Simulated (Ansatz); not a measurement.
## Band gap of YPO4 (I4_1/amd) from density functionals to GW

Wanted: a ladder of band gaps for YPO4 (I4_1/amd), from density functionals to G0W0.

Program: Ansatz 0.2.0. Level of theory: density functionals, hybrids and G0W0, plane waves, PAW. Results are calculated unless marked as measured.

Most raw output is cut from this account.

The database entry behind the starting cell differs from later determinations by our own check (impure mineral, about 0.2 % long), so it need not match the best structure at ambient conditions.

In doubt: masses and optical values from hybrid runs of this build are listed as unsure (steps 8, 9), which bears on the screening that GW takes from such a start.

## 1. Set-up

The structure is tetragonal, space group I4_1/amd (No. 141). Conventional cell: a = 6.895 Å, b = 6.895 Å, c = 6.028 Å, α = 90.00°, β = 90.00°, γ = 90.00°. Nearest to Y lie 8 O at 2.31 to 2.38 Å. Nearest to P lie 4 O at 1.54 Å. Nearest to O lie 1 P at 1.54 Å and 2 Y at 2.31 to 2.38 Å. Farther neighbours and most contacts between anions are not listed.

The cell and positions come from the Crystallography Open Database and are kept as given unless a step says otherwise. The default PAW set here is soft_2. Its files were made with PBE.

## 2. LDA on the 6×6×6 mesh

This step: DFT, LDA, plane waves, PAW.

The input, input.yaml:

```yaml
crystal:
  lattice:
    - [-3.44735, 3.44735, 3.0138]
    - [3.44735, -3.44735, 3.0138]
    - [3.44735, 3.44735, -3.0138]
  atoms:
    - { symbol: "Y", position: [0.75, 0.25, 0.5] }
    - { symbol: "Y", position: [0.0, 0.0, 0.0] }
    - { symbol: P, position: [0.5, 0.5, 0.0] }
    - { symbol: P, position: [0.25, 0.75, 0.5] }
    - { symbol: O, position: [0.1661, 0.3408, 0.8253] }
    - { symbol: O, position: [0.0908, 0.7655, 0.6747] }
    - { symbol: O, position: [0.5155, 0.3408, 0.1747] }
    - { symbol: O, position: [0.0908, 0.4161, 0.3253] }
    - { symbol: O, position: [0.5839, 0.9092, 0.6747] }
    - { symbol: O, position: [0.6592, 0.8339, 0.1747] }
    - { symbol: O, position: [0.2345, 0.9092, 0.3253] }
    - { symbol: O, position: [0.6592, 0.4845, 0.8253] }
kpoints:
  mp_grid: { grid: [6, 6, 6] }
  band_path:
    path:
      - [0.0, 0.0, 0.0]
      - [0.0, 0.0, 0.5]
      - [-0.5, 0.5, 0.5]
      - [0.44107247, 0.44107247, -0.44107247]
      - [-0.44107247, 0.55892753, 0.44107247]
      - [0.25, 0.25, 0.25]
      - [0.0, 0.5, 0.0]
      - [0.0, 0.0, 0.35]
      - [0.0, 0.0, 0.1666666667]
    npoints: 1
hamiltonian:
  xc: lda
scf:
  occupations: { method: fixed }
  n_extra_bands: 8
output:
  eigenvalues: true
  forces: true
  stress: true
```

The run is started by

```console
> ansatz run input.yaml --threads 24 --pin off --max-ram 82944MiB --backend cuda --events-out ev --progress --plain --runs-dir out --devices 1 --max-vram 78GiB
```

Elapsed: 1.8 s, on 1 × NVIDIA GB200 (shared by 2 runs) with 24 threads of Arm Neoverse V2, shared host; peak memory 1.1 GiB.

Numbers from this step:

```yaml
pressure: -4.819 GPa
gap: 5.798 eV
valence_top_at: Γ
conduction_bottom_at: k = (0.000, 0.000, 0.350)
least_direct_gap: 6.014 eV
```

Over mesh and listed points the gap is 5.798 eV, from k = Γ to k = (0.000, 0.000, 0.350). The least direct gap found is 6.014 eV, at k = Γ. The pressure in this cell is -5 GPa; the cell is kept.

## 3. r2SCAN on the 6×6×6 mesh

Levels along a band path and on the mesh show where this functional puts the band edges.

This step: DFT, r2SCAN, plane waves, PAW.

input.yaml, the sections that differ from step 2:

```yaml
kpoints:
  mp_grid: { grid: [6, 6, 6] }
  band_path:
    path:
      - [[0.0, 0.0, 0.0], [0.0, 0.0, 0.5], [-0.5, 0.5, 0.5], [0.0, 0.0, 0.0], [0.44107247, 0.44107247, -0.44107247]]
      - [[-0.44107247, 0.55892753, 0.44107247], [-0.5, 0.5, 0.5]]
      - [[0.0, 0.0, 0.5], [0.25, 0.25, 0.25], [0.0, 0.5, 0.0], [0.0, 0.0, 0.0]]
    npoints: 10
hamiltonian:
  xc: r2scan
scf:
  occupations: { method: fermi_dirac, width: 0.02 }
  n_extra_bands: 8
# crystal, output: as in step 2
```

It took 2 s on 1 × NVIDIA GB200 (shared by 2 runs) with 24 threads; peak memory 1.2 GiB.

Numbers from this step:

| Quantity | Value |
| --- | --- |
| pressure | 0.4149 GPa |
| filled bands | 40 |
| gap | 6.593 eV |
| valence top at | Γ |
| conduction bottom at | k = (0.000, 0.000, 0.350) |
| least direct gap | 6.794 eV |

Over mesh and path the gap is 6.593 eV, from k = Γ to k = (0.000, 0.000, 0.350). The least direct gap found is 6.794 eV, at k = (0.000, 0.000, 0.167). r2SCAN against LDA: 6.593 − 5.798 = +0.795 eV. The runs also differ in plane-wave cutoff (420 eV and 500 eV), so how much of this comes from the functional alone is not known.

## 4. r2SCAN+SOC on the 6×6×6 mesh

This run has two-component orbitals with spin-orbit coupling.

This step: DFT, r2SCAN with spin-orbit coupling, plane waves, PAW.

input.yaml, the sections that differ from step 3:

```yaml
kpoints:
  mp_grid: { grid: [6, 6, 6] }
  band_path:
    path:
      - [0.0, 0.0, 0.0]
      - [0.0, 0.0, 0.5]
      - [-0.5, 0.5, 0.5]
      - [0.44107247, 0.44107247, -0.44107247]
      - [-0.44107247, 0.55892753, 0.44107247]
      - [0.25, 0.25, 0.25]
      - [0.0, 0.5, 0.0]
      - [0.0, 0.0, 0.35]
      - [0.0, 0.0, 0.1666666667]
    npoints: 1
scf:
  occupations: { method: fixed }
  n_extra_bands: 16
magnetization:
  noncollinear: true
  spin_orbit: true
# crystal, hamiltonian, output: as in step 3
```

It took 2.5 s on 1 × NVIDIA GB200 (shared by 2 runs) with 24 threads; peak memory 1.4 GiB; 17 s of CPU time.

Numbers from this step:

```yaml
pressure: 0.4170 GPa
gap: 6.593 eV
valence_top_at: Γ
conduction_bottom_at: k = (0.000, 0.000, 0.350)
least_direct_gap: 6.794 eV
```

Over mesh and listed points the gap is 6.593 eV, from k = Γ to k = (0.000, 0.000, 0.350). The least direct gap found is 6.794 eV, at k = (0.000, 0.000, 0.167). r2SCAN+SOC against r2SCAN: 6.593 − 6.593 = +0.000 eV, with the same mesh, set of files (read in its fully relativistic form for the spin-orbit run) and cutoff, and both edges at the same k points. The spin-orbit run sees mesh and listed points alone, so its gap is an upper bound: the coupling can move an edge off these points, and the change over the zone, its sign included where it is small, is not known.

## 5. HSE06 on the 4×4×4 mesh

HSE06 mixes in a quarter of exact exchange at short range.

This step: DFT, HSE06, plane waves, PAW.

Edit input.yaml of step 4 so:

```diff
@@ -19,3 +19,3 @@
 kpoints:
-  mp_grid: { grid: [6, 6, 6] }
+  mp_grid: { grid: [4, 4, 4] }
   band_path:
@@ -33,12 +33,7 @@
 hamiltonian:
-  xc: r2scan
+  xc: hse06
 scf:
   occupations: { method: fixed }
-  n_extra_bands: 16
-magnetization:
-  noncollinear: true
-  spin_orbit: true
+  n_extra_bands: 8
 output:
   eigenvalues: true
-  forces: true
-  stress: true
```

Elapsed: 7.5 s, on 1 × NVIDIA GB200 (shared by 2 runs) with 24 threads; peak memory 1.5 GiB.

This step gave:

```
gap                     : 7.829 eV
valence top at          : Γ
conduction bottom at    : k = (0.000, 0.000, 0.350)
least direct gap        : 8.049 eV
exact-exchange fraction : 0.25
```

Over mesh and listed points the gap is 7.829 eV, from k = Γ to k = (0.000, 0.000, 0.350). The least direct gap found is 8.049 eV, at k = (0.000, 0.000, 0.167). On the 4×4×4 mesh alone the same run gives 7.871 eV, so that mesh misses an edge of HSE06: 7.871 − 7.829 = +0.042 eV. HSE06 against LDA: 7.829 − 5.798 = +2.031 eV. The runs also differ in mesh (6×6×6 and 4×4×4), so how much of this comes from the functional alone is not known.

## 6. PBE0 on the 4×4×4 mesh

PBE0 mixes in a quarter of exact exchange at all distances.

This step: DFT, PBE0, plane waves, PAW.

Edit input.yaml of step 5 so:

```diff
@@ -33,3 +33,3 @@
 hamiltonian:
-  xc: hse06
+  xc: pbe0
 scf:
```

It took 8.5 s on 1 × NVIDIA GB200 (shared by 2 runs) with 24 threads; peak memory 1.3 GiB; 83 s of CPU time.

This step gave:

| Item | Value |
| --- | --- |
| gap | 8.606 eV |
| valence top at | Γ |
| conduction bottom at | k = (0.000, 0.000, 0.350) |
| least direct gap | 8.809 eV |
| exact-exchange fraction | 0.25 |

Over mesh and listed points the gap is 8.606 eV, from k = Γ to k = (0.000, 0.000, 0.350). The least direct gap found is 8.809 eV, at k = Γ. On the 4×4×4 mesh alone the same run gives 8.649 eV, so that mesh misses an edge of PBE0: 8.649 − 8.606 = +0.043 eV. PBE0 against HSE06: 8.606 − 7.829 = +0.777 eV, with the same mesh, files and cutoff, and both edges at the same k points.

## 7. G0W0@r2SCAN, 4×4×4 mesh, 658 empty bands, screening to 160 eV

G0W0 replaces the xc potential by a self-energy built once from the orbitals of the start. Levels are corrected in the window of bands that the input names, at points of the mesh.

This step: G0W0 on r2SCAN, plane waves, PAW.

Edit input.yaml of step 6 so:

```diff
@@ -20,20 +20,11 @@
   mp_grid: { grid: [4, 4, 4] }
-  band_path:
-    path:
-      - [0.0, 0.0, 0.0]
-      - [0.0, 0.0, 0.5]
-      - [-0.5, 0.5, 0.5]
-      - [0.44107247, 0.44107247, -0.44107247]
-      - [-0.44107247, 0.55892753, 0.44107247]
-      - [0.25, 0.25, 0.25]
-      - [0.0, 0.5, 0.0]
-      - [0.0, 0.0, 0.35]
-      - [0.0, 0.0, 0.1666666667]
-    npoints: 1
 hamiltonian:
-  xc: pbe0
+  xc: r2scan
 scf:
   occupations: { method: fixed }
-  n_extra_bands: 8
-output:
-  eigenvalues: true
+gw:
+  n_empty_bands: 658
+  ecut_chi: 160.0
+  qp_bands: [v4, c4]
+  qp_kpoints: band_edges
+  screening: { model: contour_deformation }
```

Run time: 16 s. Hardware: 1 × NVIDIA GB200 (shared by 2 runs) with 24 threads; peak memory 3.3 GiB.

Numbers from this step:

```
bands summed                                    : 698
RPA ε∞ on this mesh (eigenvalues)               : 2.804, 2.804, 3.129
plane waves in the screening matrix             : 663
G0W0 gap over the corrected points              : 8.882 eV
k of the valence top                            : 0, 0, 0
k of the conduction bottom                      : 0, 0, 0.25
starting gap on the mesh                        : 6.630 eV
Z at the valence top                            : 0.7983
Z at the conduction bottom                      : 0.8471
least direct G0W0 gap over the corrected points : 8.946 eV
```

Over 12 of 13 irreducible mesh points the G0W0 gap is 8.882 eV, from k = Γ to k = (0.000, 0.000, 0.250). The r2SCAN gap of this run on the mesh is 6.630 eV. The two states that bound the G0W0 gap lie that far apart at the start, so the correction of the gap is 8.882 − 6.630 = +2.252 eV.

## 8. G0W0@HSE06, 4×4×4 mesh, 305 empty bands, screening to 96 eV

This step: G0W0 on HSE06, plane waves, PAW.

Edit input.yaml of step 7 so:

```diff
@@ -21,3 +21,3 @@
 hamiltonian:
-  xc: r2scan
+  xc: hse06
 scf:
@@ -25,4 +25,4 @@
 gw:
-  n_empty_bands: 658
-  ecut_chi: 160.0
+  n_empty_bands: 305
+  ecut_chi: 96
   qp_bands: [v4, c4]
```

The job ended after 19 s (1 × NVIDIA GB200 (shared by 2 runs) with 24 threads; peak memory 2.1 GiB).

Numbers from this step:

```
bands summed                                    : 345
RPA ε∞ on this mesh (eigenvalues)               : 2.614, 2.614, 2.900
plane waves in the screening matrix             : 313
G0W0 gap over the corrected points              : 9.228 eV
k of the valence top                            : 0, 0, 0
k of the conduction bottom                      : 0, 0, 0.25
starting gap on the mesh                        : 7.871 eV
Z at the valence top                            : 0.8201
Z at the conduction bottom                      : 0.8639
least direct G0W0 gap over the corrected points : 9.232 eV
```

Over 12 of 13 irreducible mesh points the G0W0 gap is 9.228 eV, from k = Γ to k = (0.000, 0.000, 0.250). The HSE06 gap of this run on the mesh is 7.871 eV. The two states that bound the G0W0 gap lie that far apart at the start, so the correction of the gap is 9.228 − 7.871 = +1.357 eV. G0W0@HSE06 against G0W0@r2SCAN with 345 bands (a further run, in the table below): 9.228 − 8.773 = +0.455 eV. The runs also differ in plane-wave cutoff (500 eV and 420 eV), so how much of this comes from the start alone is not known.

## 9. G0W0@PBE0, 4×4×4 mesh, 305 empty bands, screening to 96 eV

This step: G0W0 on PBE0, plane waves, PAW.

Edit input.yaml of step 8 so:

```diff
@@ -21,3 +21,3 @@
 hamiltonian:
-  xc: hse06
+  xc: pbe0
 scf:
```

The job ended after 26 s (1 × NVIDIA GB200 (shared by 2 runs) with 24 threads; peak memory 1.9 GiB).

Numbers from this step:

```
bands summed                                    : 345
RPA ε∞ on this mesh (eigenvalues)               : 2.532, 2.532, 2.797
plane waves in the screening matrix             : 313
G0W0 gap over the corrected points              : 9.444 eV
k of the valence top                            : 0, 0, 0
k of the conduction bottom                      : 0, 0, 0
starting gap on the mesh                        : 8.649 eV
Z at the valence top                            : 0.8283
Z at the conduction bottom                      : 0.8760
least direct G0W0 gap over the corrected points : 9.444 eV
```

Over 12 of 13 irreducible mesh points the G0W0 gap is 9.444 eV, direct, at k = Γ. The PBE0 gap of this run on the mesh is 8.649 eV. Other states bound it: the two that bound the G0W0 gap lie 8.809 eV apart in PBE0, so state for state the correction is 9.444 − 8.809 = +0.635 eV, while gap against gap it is 9.444 − 8.649 = +0.795 eV. G0W0@PBE0 against G0W0@HSE06 with 345 bands: 9.444 − 9.228 = +0.216 eV. Mesh, set of files and cutoffs are the same, but the conduction bottom lies at another k point, so this need not be the shift of one pair of states.

## 10. Gap and time by level

Each gap is the least one over the points named; times are wall times on shared hosts, not benchmarks. A G0W0 time includes the run's own self-consistent start. Runs with listed points see these and the mesh alone, so an edge that moves elsewhere is missed. Rows marked * are further runs, not shown as steps, whose inputs differ from the G0W0 step on the same start in the columns given; solver thresholds can differ too.

```
       level   mesh       files, cutoff  bands summed, screening                            points  gap (eV)  valence top      conduction bottom  least direct gap (eV)   time
         LDA  6×6×6  soft_2 PAW, 420 eV                        -            mesh and listed points     5.798            Γ  (0.000, 0.000, 0.350)                  6.014  1.8 s
      r2SCAN  6×6×6  soft_2 PAW, 500 eV                        -                     mesh and path     6.593            Γ  (0.000, 0.000, 0.350)                  6.794    2 s
  r2SCAN+SOC  6×6×6  soft_2 PAW, 500 eV                        -            mesh and listed points     6.593            Γ  (0.000, 0.000, 0.350)                  6.794  2.5 s
       HSE06  4×4×4  soft_2 PAW, 420 eV                        -            mesh and listed points     7.829            Γ  (0.000, 0.000, 0.350)                  8.049  7.5 s
        PBE0  4×4×4  soft_2 PAW, 420 eV                        -            mesh and listed points     8.606            Γ  (0.000, 0.000, 0.350)                  8.809  8.5 s
G0W0@r2SCAN*  4×4×4  soft_2 PAW, 500 eV               148, 48 eV    all 13 irreducible mesh points     8.855            Γ                      Γ                  8.855  4.2 s
G0W0@r2SCAN*  4×4×4  soft_2 PAW, 500 eV               345, 96 eV  12 of 13 irreducible mesh points     8.773            Γ  (0.000, 0.000, 0.250)                  8.792  7.7 s
 G0W0@r2SCAN  4×4×4  soft_2 PAW, 500 eV              698, 160 eV  12 of 13 irreducible mesh points     8.882            Γ  (0.000, 0.000, 0.250)                  8.946   16 s
G0W0@r2SCAN*  2×2×2  soft_2 PAW, 500 eV               345, 96 eV     all 4 irreducible mesh points     8.801            Γ                      Γ                  8.801  2.2 s
  G0W0@HSE06  4×4×4  soft_2 PAW, 420 eV               345, 96 eV  12 of 13 irreducible mesh points     9.228            Γ  (0.000, 0.000, 0.250)                  9.232   19 s
   G0W0@PBE0  4×4×4  soft_2 PAW, 420 eV               345, 96 eV  12 of 13 irreducible mesh points     9.444            Γ                      Γ                  9.444   26 s
```

## 11. Summary of results

```
LDA, over mesh and listed points                                      : 5.798 eV
r2SCAN, over mesh and path                                            : 6.593 eV
r2SCAN+SOC, over mesh and listed points                               : 6.593 eV
HSE06, over mesh and listed points                                    : 7.829 eV
PBE0, over mesh and listed points                                     : 8.606 eV
G0W0@r2SCAN (698 bands, 4×4×4), over 12 of 13 irreducible mesh points : 8.882 eV
G0W0@HSE06, over 12 of 13 irreducible mesh points                     : 9.228 eV
G0W0@PBE0, over 12 of 13 irreducible mesh points                      : 9.444 eV
known limits                                                          : finite bands, screening cutoff and k mesh; no spin-orbit coupling in G0W0
```

**Reading.** The rows run from 5.798 eV (LDA) to 9.444 eV (G0W0@PBE0). They differ in mesh, plane-wave cutoff, bands and screening cutoff of G0W0 and the points over which the gap was sought as well as in level, so only pairs that share these are like for like. r2SCAN+SOC against r2SCAN: 6.593 − 6.593 = +0.000 eV, with the same mesh, set of files (read in its fully relativistic form for the spin-orbit run) and cutoff, and both edges at the same k points. The spin-orbit run sees mesh and listed points alone, so its gap is an upper bound: the coupling can move an edge off these points, and the change over the zone, its sign included where it is small, is not known. PBE0 against HSE06: 8.606 − 7.829 = +0.777 eV, with the same mesh, files and cutoff, and both edges at the same k points. G0W0@r2SCAN (698 bands, 4×4×4) moves the gap of its own start on the mesh by 8.882 − 6.630 = +2.252 eV, between the same two levels. Over mesh and path, r2SCAN puts the conduction bottom at k = (0.000, 0.000, 0.350), where no G0W0 correction was computed. The G0W0 gap over the whole zone is therefore not known from this run; at its settings it can only be equal to or under the 8.882 eV found, and no correction is carried over from another point. For the start itself the gap is 6.593 eV over mesh and path and 6.630 eV on the mesh of the G0W0 run, in runs that differ in mesh (6×6×6 and 4×4×4). G0W0@HSE06 moves the gap of its own start on the mesh by 9.228 − 7.871 = +1.357 eV, between the same two levels. Over mesh and listed points, HSE06 puts the conduction bottom at k = (0.000, 0.000, 0.350), where no G0W0 correction was computed. The G0W0 gap over the whole zone is therefore not known from this run; at its settings it can only be equal to or under the 9.228 eV found, and no correction is carried over from another point. For the start itself the gap is 7.829 eV over mesh and listed points and 7.871 eV on the mesh of the G0W0 run. G0W0@PBE0 moves the gap of its own start on the mesh by 9.444 − 8.649 = +0.795 eV, with other states at the edges (they lie 8.809 eV apart at the start). Over mesh and listed points, PBE0 puts the conduction bottom at k = (0.000, 0.000, 0.350), where no G0W0 correction was computed. The G0W0 gap over the whole zone is therefore not known from this run; at its settings it can only be equal to or under the 9.444 eV found, and no correction is carried over from another point. For the start itself the gap is 8.606 eV over mesh and listed points and 8.649 eV on the mesh of the G0W0 run. What spin-orbit coupling does to the G0W0 levels was not computed, so no sum with the G0W0 gap is formed. For G0W0@r2SCAN: from 148 bands and 48 eV to 698 bands and 160 eV the gap moves by 8.882 − 8.855 = +0.027 eV (rung by rung 8.855, 8.773, 8.882 eV); bands and screening cutoff rise together, so their parts are not told apart. The states that bound the gap change along the series, so no limit is drawn and it is not known. The other G0W0 rows are shown at one basis each (345 bands), so their distance from the limit is not known here. With the 2×2×2 mesh in place of the 4×4×4 mesh and all else as in the G0W0@r2SCAN row with 345 bands, the gap differs by 8.801 − 8.773 = +0.028 eV, and that of the start by 6.697 − 6.630 = +0.067 eV; an edge lies at another k point, so this need not be the shift of one pair of states. The G0W0 runs are scalar-relativistic. G0W0@r2SCAN runs of this series with other atomic data on the same mesh, not shown as steps, give 8.761 eV (hard PAW, 1050 eV, 345 bands, screening to 96 eV; the table's row with the same empty bands and screening cutoff has 8.773 eV); where bands and cutoffs differ too, the part of the files is not isolated.

[Paths, hosts, dates, memory and timing lines, banners, echoed tables and standing remarks are left out of the program output.]

[Logs are printed without paths, hosts, clocks, repeated set-up lines and the standing remarks that a program may print on its own settings, such as how far it seeks lower states.]

[Runs of the session that timed out or met a known fault of the program may be left out.]

[Cells called generated may have been cut or substituted from an entry of the Crystallography Open Database or the Materials Project.]

[Hosts, paths, dates, database ids (printed as entryN), source tags and the programs' standing remarks are cut or masked in the printed files.]

[Where an RPA ε∞ is given, it is that of the G0W0 mesh and is not shown converged in it. Names of k-points follow the symmetry that the program found, which can be lower than the space group named. Band edges on a path are those of the sampled points; other points can move an edge, and change direct to indirect where valleys lie close.]

[Hybrid gaps are those of their k-mesh and are not shown converged in it.]
